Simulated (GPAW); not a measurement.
# How GaSb3 absorbs and reflects light

Aim: the dielectric function of GaSb3, and the optical constants that follow from it.

Program: GPAW 26.7.0. Level of theory: DFT, LDA, plane-wave PAW (GPAW data sets), scalar-relativistic, RPA, optical limit. Results are calculated unless marked as measured.

### 1. The structure

It takes space group Fm-3m (No. 225, cubic). The conventional cell has a = 7.461 Å, b = 7.461 Å, c = 7.461 Å, α = 90.00°, β = 90.00°, γ = 90.00°. Sb has 8 Sb at 3.23 Å nearest. Sb has 4 Sb at 3.23 Å and 4 Ga at 3.23 Å nearest. Nearest to Ga lie 8 Sb at 3.23 Å. Farther neighbours are not listed.

Coordinates:

```
Sb Ga
1.0
     0.00000    3.73060    3.73060
     3.73060    0.00000    3.73060
     3.73060    3.73060    0.00000
Sb Ga
3 1
Direct
  0.50000 0.50000 0.50000
  0.75000 0.75000 0.75000
  0.25000 0.25000 0.25000
  0.00000 0.00000 0.00000
```

### 2. Ground state

First the ground state: is it a metal or has it a gap?

This step: DFT, LDA, plane-wave PAW (GPAW data sets), scalar-relativistic, ground state (GPAW 26.7.0).

Input file gs.py:

```python
from ase import Atoms
from ase.dft.bandgap import bandgap
from gpaw import GPAW, PW, FermiDirac

atoms = Atoms(['Sb', 'Sb', 'Sb', 'Ga'],
              cell=[[0.00000000, 3.73059500, 3.73059500],
                    [3.73059500, 0.00000000, 3.73059500],
                    [3.73059500, 3.73059500, 0.00000000]],
              scaled_positions=[[0.50000000, 0.50000000, 0.50000000],
                                [0.75000000, 0.75000000, 0.75000000],
                                [0.25000000, 0.25000000, 0.25000000],
                                [0.00000000, 0.00000000, 0.00000000]],
              pbc=[True, True, True])
atoms.calc = GPAW(mode=PW(450), xc='LDA', kpts={'size': (5, 5, 5), 'gamma': True},
                  occupations=FermiDirac(0.05), maxiter=150, txt='gs.txt')
print('energy (eV)', atoms.get_potential_energy())
print('Fermi level (eV)', atoms.calc.get_fermi_level())
print('valence electrons', atoms.calc.get_number_of_electrons())
print('gap (eV)', bandgap(atoms.calc, output=None)[0])
print('direct gap (eV)', bandgap(atoms.calc, direct=True, output=None)[0])
atoms.calc.write('gs.gpw')
```

Run with:

```sh
$ OMP_NUM_THREADS=1 python gs.py
```

Numbers of over 12 decimals in the logs are rounded to 6 here.

The program printed:

```text
__  _  _
 | _ |_)|_||  |
 |__||  | ||/\| - 26.7.0

Versions:
  Python: 3.12.14
  ASE:    3.29.0
  Numpy:  2.5.5
  Scipy:  1.18.1
  Libxc:  7.0.0

Input parameters:
  mode=PW(ecut=450.000000),
  kpts=MonkhorstPack(size=(5, 5, 5), gamma=True),
  maxiter=150,
  occupations=Occupations(name='fermi-dirac', width=0.05, fixmagmom=False),
  xc=XC(name='LDA')

Diagonalizing LCAO Hamiltonian
Converting LCAO to pw mode

                         Sb

                   Sb

             Sb

       Ga

Atoms  # Å, Bohr magnetons
|   | symbol |        x |        y |        z |    initial magnetic moments |
| 0 |     Sb | 3.730595 | 3.730595 | 3.730595 | ( 0.0000,  0.0000,  0.0000) |
| 1 |     Sb | 5.595892 | 5.595892 | 5.595892 | ( 0.0000,  0.0000,  0.0000) |
| 2 |     Sb | 1.865298 | 1.865298 | 1.865298 | ( 0.0000,  0.0000,  0.0000) |
| 3 |     Ga | 0.000000 | 0.000000 | 0.000000 | ( 0.0000,  0.0000,  0.0000) |

Unit cell  # Å
| periodic |        x |        y |        z |  lengths |    angles |
|      yes | 0.000000 | 3.730595 | 3.730595 | 5.275858 | 60.000000 |
|      yes | 3.730595 | 0.000000 | 3.730595 | 5.275858 | 60.000000 |
|      yes | 3.730595 | 3.730595 | 0.000000 | 5.275858 | 60.000000 |

Number of symmetries: 48
Symmetry operations  # r_c * U_cc + t_c -> r_c
|    | kind |            matrix            |
|  0 |  σ   |  1, 0, 0,  1, 0,-1,  1,-1, 0 |
|  1 |  C2  |  1, 0, 0,  1,-1, 0,  1, 0,-1 |
|  2 |  E   |  1, 0, 0,  0, 1, 0,  0, 0, 1 |
|  3 |  σ   |  1, 0, 0,  0, 0, 1,  0, 1, 0 |
|  4 |  C4  |  1, 0,-1,  1, 0, 0,  1,-1, 0 |
|  5 |  S6  |  1, 0,-1,  1,-1, 0,  1, 0, 0 |
|  6 |  σ   |  1, 0,-1,  0, 1,-1,  0, 0,-1 |
|  7 |  C3  |  1, 0,-1,  0, 0,-1,  0, 1,-1 |
|  8 |  S6  |  1,-1, 0,  1, 0, 0,  1, 0,-1 |
|  9 |  C4  |  1,-1, 0,  1, 0,-1,  1, 0, 0 |
| 10 |  C3  |  1,-1, 0,  0,-1, 1,  0,-1, 0 |
| 11 |  σ   |  1,-1, 0,  0,-1, 0,  0,-1, 1 |
| 12 |  σ   |  0, 1, 0,  1, 0, 0,  0, 0, 1 |
| 13 |  C4  |  0, 1, 0,  0, 1,-1, -1, 1, 0 |
| 14 |  C3  |  0, 1, 0,  0, 0, 1,  1, 0, 0 |
| 15 |  S6  |  0, 1, 0, -1, 1, 0,  0, 1,-1 |
| 16 |  C2  |  0, 1,-1,  1, 0,-1,  0, 0,-1 |
| 17 |  σ   |  0, 1,-1,  0, 1, 0, -1, 1, 0 |
| 18 |  S4  |  0, 1,-1,  0, 0,-1,  1, 0,-1 |
| 19 |  C4  |  0, 1,-1, -1, 1, 0,  0, 1, 0 |
| 20 |  C3  |  0, 0, 1,  1, 0, 0,  0, 1, 0 |
| 21 |  σ   |  0, 0, 1,  0, 1, 0,  1, 0, 0 |
| 22 |  S6  |  0, 0, 1,  0,-1, 1, -1, 0, 1 |
| 23 |  C4  |  0, 0, 1, -1, 0, 1,  0,-1, 1 |
| 24 |  S4  |  0, 0,-1,  1, 0,-1,  0, 1,-1 |
| 25 |  C3  |  0, 0,-1,  0, 1,-1,  1, 0,-1 |
| 26 |  C2  |  0, 0,-1,  0,-1, 0, -1, 0, 0 |
| 27 |  S6  |  0, 0,-1, -1, 0, 0,  0,-1, 0 |
| 28 |  S4  |  0,-1, 1,  1,-1, 0,  0,-1, 0 |
| 29 |  C4  |  0,-1, 1,  0, 0, 1, -1, 0, 1 |
| 30 |  C2  |  0,-1, 1,  0,-1, 0,  1,-1, 0 |
| 31 |  σ   |  0,-1, 1, -1, 0, 1,  0, 0, 1 |
| 32 |  C3  |  0,-1, 0,  1,-1, 0,  0,-1, 1 |
| 33 |  S6  |  0,-1, 0,  0, 0,-1, -1, 0, 0 |
| 34 |  S4  |  0,-1, 0,  0,-1, 1,  1,-1, 0 |
| 35 |  C2  |  0,-1, 0, -1, 0, 0,  0, 0,-1 |
| 36 |  C2  | -1, 1, 0,  0, 1, 0,  0, 1,-1 |
| 37 |  S6  | -1, 1, 0,  0, 1,-1,  0, 1, 0 |
| 38 |  S4  | -1, 1, 0, -1, 0, 1, -1, 0, 0 |
| 39 |  C3  | -1, 1, 0, -1, 0, 0, -1, 0, 1 |
| 40 |  S6  | -1, 0, 1,  0, 0, 1,  0,-1, 1 |
| 41 |  C2  | -1, 0, 1,  0,-1, 1,  0, 0, 1 |
| 42 |  C3  | -1, 0, 1, -1, 1, 0, -1, 0, 0 |
| 43 |  S4  | -1, 0, 1, -1, 0, 0, -1, 1, 0 |
| 44 |  C2  | -1, 0, 0,  0, 0,-1,  0,-1, 0 |
| 45 |  i   | -1, 0, 0,  0,-1, 0,  0, 0,-1 |
| 46 |  σ   | -1, 0, 0, -1, 1, 0, -1, 0, 1 |
| 47 |  C2  | -1, 0, 0, -1, 0, 1, -1, 1, 0 |

BZ-sampling:
  Number of BZ points: 125
  Number of IBZ points: 10

  Monkhorst-Pack size: [5, 5, 5]
  Monkhorst-Pack shift: [0, 0, 0]

K-points  # in reciprocal-cell coordinates
|   |                                coordinates |     weight |
| 0 | (  0.00000000,   0.00000000,   0.00000000) | 0.00800000 |
| 1 | (  0.20000000,   0.20000000,   0.00000000) | 0.04800000 |
| 2 | (  0.20000000,   0.20000000,   0.20000000) | 0.06400000 |
| 3 | (  0.40000000,   0.20000000,  -0.20000000) | 0.19200000 |
| 4 | (  0.40000000,   0.20000000,   0.20000000) | 0.09600000 |
| 5 | (  0.40000000,   0.40000000,  -0.40000000) | 0.19200000 |
| 6 | (  0.40000000,   0.40000000,  -0.20000000) | 0.09600000 |
| 7 | (  0.40000000,   0.40000000,   0.00000000) | 0.04800000 |
| 8 | (  0.40000000,   0.40000000,   0.20000000) | 0.19200000 |
| 9 | (  0.40000000,   0.40000000,   0.40000000) | 0.06400000 |

Plane wave coefficients: 2263
Cutoff: 450.000000 eV

Spin-components: 1 (collinear spins)
Bands:           31
Projectors:      23
Spin-degeneracy: 2
Datatype:        complex128

Parallelization:
  kpt:    1
  domain: 1
  band:   1

Density:
  Valence electrons: 48.0
  Components: 1
  Grid points: [27 27 27]
  Charge: 0.0  # |e|

Potential:
  Grid points: [27 27 27]

species:
  Sb:
    name:    Antimony
    id:
    Z:       51.0
    valence: 15
    core:    36
    charge:  0.0  # [|e|]
    compensation charges:
      type: gauss
      rc: 0.36  # [Å]
      lmax: 2
    cutoffs:
      filter: 2.23  # [Å]
      core: 2.23  # [Å]
    projectors
    | kind |    occ | energy [eV] | rcut [Å] |
    |   5s |  2.000 |     -13.069 |    1.154 |
    |   5p |  3.000 |      -4.994 |    1.233 |
    |   4d | 10.000 |     -33.564 |    1.196 |
    |    s |        |      14.142 |    1.154 |
    |    p |        |      22.217 |    1.233 |
    |    d |        |      -6.353 |    1.196 |

    Using partial waves for Sb as LCAO basis

  Ga:
    name:    Gallium
    id:
    Z:       31.0
    valence: 3
    core:    28
    charge:  0.0  # [|e|]
    compensation charges:
      type: gauss
      rc: 0.37  # [Å]
      lmax: 2
    cutoffs:
      filter: 2.06  # [Å]
      core: 4.17  # [Å]
    projectors
    | kind |    occ | energy [eV] | rcut [Å] |
    |   4s |  2.000 |      -9.167 |    1.164 |
    |   4p |  1.000 |      -2.734 |    1.164 |
    |    s |        |      18.045 |    1.164 |
    |    p |        |      24.478 |    1.164 |
    |    d |        |       0.000 |    1.164 |

    Using partial waves for Ga as LCAO basis

Reference energy: -581205.365021  # eV

eigensolver:
  PPCG
  Converge bands: occupied
  niter=2

density mixing:
  MSR1-Mixer
  Pratt-step length: 0.05
  Maximum mixing coefficient: 0.75
  Old densities: 10
  SVD Regularization: 0.005
  Good broyden scale: 1.0
  Trust region scale: 1.0
  Backstep threshold: 4.0
  History deletion threshold: 6.0
  Fourier metric: weight=20.0, sigma=0.015

occupation numbers:
  Fermi-Dirac:
    width: 0.0500  # eV

poisson solver:
  ecut: 3600.000000  # eV

xc functional:
  name: None

convergence criteria:
- Maximum [total energy] change in last 3 cyles: 0.0005 eV / valence electron
- Maximum integral of absolute [dens]ity change: 0.0001 electrons / valence electron
- Maximum integral of absolute [eigenst]ate change: 4e-08 eV^2 / valence electron
maximum number of iterations: 150

SCF iterations
|iter     |      energy | eigst |  dens |
|iter:   1||  -18.078543 | +0.48 |       |
|iter:   2||  -18.085500 | -1.97 | -1.73 |
|iter:   3||  -18.040907 | -2.48 | -1.76 |
|iter:   4||  -18.040587 | -3.56 | -2.38 |
|iter:   5||  -18.040684c| -4.40 | -2.80 |
|iter:   6||  -18.040660c| -5.40 | -3.29 |
|iter:   7||  -18.040670c| -6.39 | -3.87 |
|iter:   8||  -18.040669c| -7.63c| -4.44c|

Converged in 8 steps
SCF loop duration: 13.675 s (1.709 s/step)
Energy contributions relative to reference atoms: (reference = -581205.365021)

Energy contributions:
  Kinetic:          -3.173537
  Coulomb:           1.367598
  Zero:              0.596388
  External:          0.000000
  Xc:              -16.821530
  Entropy:          -0.019177
  Spinorbit:         0.000000
  ----------------------------
  Free energy:     -18.050258
  Extrapolated:    -18.040669

dipole moment: (-19.412679, -19.412679, -19.412679)  # |e|*Ang

Fermi level: 6.625
Eigenvalues  # (at kpt = [0.000, 0.000, 0.000])
| band index |      eig [eV] | occ [0-2] |
|          0 |       -22.246 |     2.000 |
|        ... |               |           |
|         20 |         4.409 |     2.000 |
|         21 |         4.409 |     2.000 |
|         22 |         4.580 |     2.000 |
|         23 |         4.580 |     2.000 |
|         24 |         4.580 |     2.000 |
|         25 |         6.296 |     1.997 |
|         26 |         6.296 |     1.997 |
|         27 |         6.296 |     1.997 |
|         28 |        10.558 |     0.000 |
|         29 |        10.558 |     0.000 |
|         30 |        13.564 |     0.000 |

No gap
No difference between direct/indirect transitions

--- standard output ---
energy (eV) -18.040669
Fermi level (eV) 6.624565
valence electrons 48.0
gap (eV) 0.0
direct gap (eV) 0.0
```

Wall time 16 s (1 thread of Arm Neoverse V1, shared host); peak memory 0.17 GiB.

Numbers from this step:

- energy: -18.04 eV
- Fermi energy: 6.625 eV
- electrons: 48

There are states at the Fermi level within the smearing, so the occupations stay smeared and the carriers get a Drude term.

### 3. Bands for the response

The response needs many more empty bands than the density does.

This step: DFT, LDA, plane-wave PAW (GPAW data sets), scalar-relativistic, bands at fixed density (GPAW 26.7.0).

Input file nscf.py:

```python
from ase.dft.bandgap import bandgap
from gpaw import GPAW, FermiDirac

calc = GPAW('gs.gpw').fixed_density(kpts={'size': (8, 8, 8), 'gamma': True}, nbands=79, convergence={'bands': 73},
                                    occupations=FermiDirac(0.05), txt='nscf.txt')
print('gap (eV)', bandgap(calc, output=None)[0])
print('direct gap (eV)', bandgap(calc, direct=True, output=None)[0])
print('top band over the Fermi level (eV)', min(calc.get_eigenvalues(kpt=k)[72] for k in range(len(calc.get_ibz_k_points()))) - calc.get_fermi_level())
calc.write('full.gpw', mode='all')
```

Run with:

```sh
$ OMP_NUM_THREADS=1 python nscf.py
```

The program printed:

```text
Diagonalizing LCAO Hamiltonian
Converting LCAO to pw mode
convergence criteria:
- Maximum integral of absolute [eigenst]ate change: 4e-08 eV^2 / valence electron
maximum number of iterations: 150

SCF iterations
|iter     |      energy | eigst |  dens |
|iter:   1||             | +3.51 |       |
|iter:   2||             | +2.42 |       |
|iter:   3||             | +1.71 |       |
|iter:   4||             | +1.03 |       |
|iter:   5||             | +0.57 |       |
|iter:   6||             | +0.11 |       |
|iter:   7||             | -0.26 |       |
|iter:   8||             | -0.66 |       |
|iter:   9||             | -1.03 |       |
|iter:  10||             | -1.42 |       |
|iter:  11||             | -1.77 |       |
|iter:  12||             | -2.16 |       |
|iter:  13||             | -2.52 |       |
|iter:  14||             | -2.98 |       |
|iter:  15||             | -3.35 |       |
|iter:  16||             | -3.81 |       |
|iter:  17||             | -4.19 |       |
|iter:  18||             | -4.61 |       |
|iter:  19||             | -5.01 |       |
|iter:  20||             | -5.41 |       |
|iter:  21||             | -5.80 |       |
|iter:  22||             | -6.18 |       |
|iter:  23||             | -6.55 |       |
|iter:  24||             | -6.86 |       |
|iter:  25||             | -7.21 |       |
|iter:  26||             | -7.52c|       |
SCF steps: 26
  __  _  _
 | _ |_)|_||  |
 |__||  | ||/\| - 26.7.0

Versions:
  Python: 3.12.14
  ASE:    3.29.0
  Numpy:  2.5.5
  Scipy:  1.18.1
  Libxc:  7.0.0

Input parameters:
  mode=PW(ecut=450.000000),
  convergence={'bands': 73},
  gpts=array([27, 27, 27]),
  kpts=MonkhorstPack(size=(8, 8, 8), gamma=True),
  maxiter=150,
  nbands=79,
  occupations=Occupations(name='fermi-dirac', width=0.05, fixmagmom=False),
  parallel={},
  xc=XC(name='LDA')

--- standard output ---
gap (eV) 0.0
direct gap (eV) 0.0
top band over the Fermi level (eV) 23.093008
```

Wall time 4.7 min (1 thread); peak memory 0.27 GiB.

(Part 1 of 2 ends here.)

[Machine, clock and banner lines and Python warnings are left out of the logs.]

[Logs are printed without paths, hosts, clocks, repeated set-up lines and the standing remarks that a program may print on its own settings, such as how far it seeks lower states.]

[Hosts, paths, dates, database ids (printed as entryN), source tags and the programs' standing remarks are cut or masked in the printed files.]
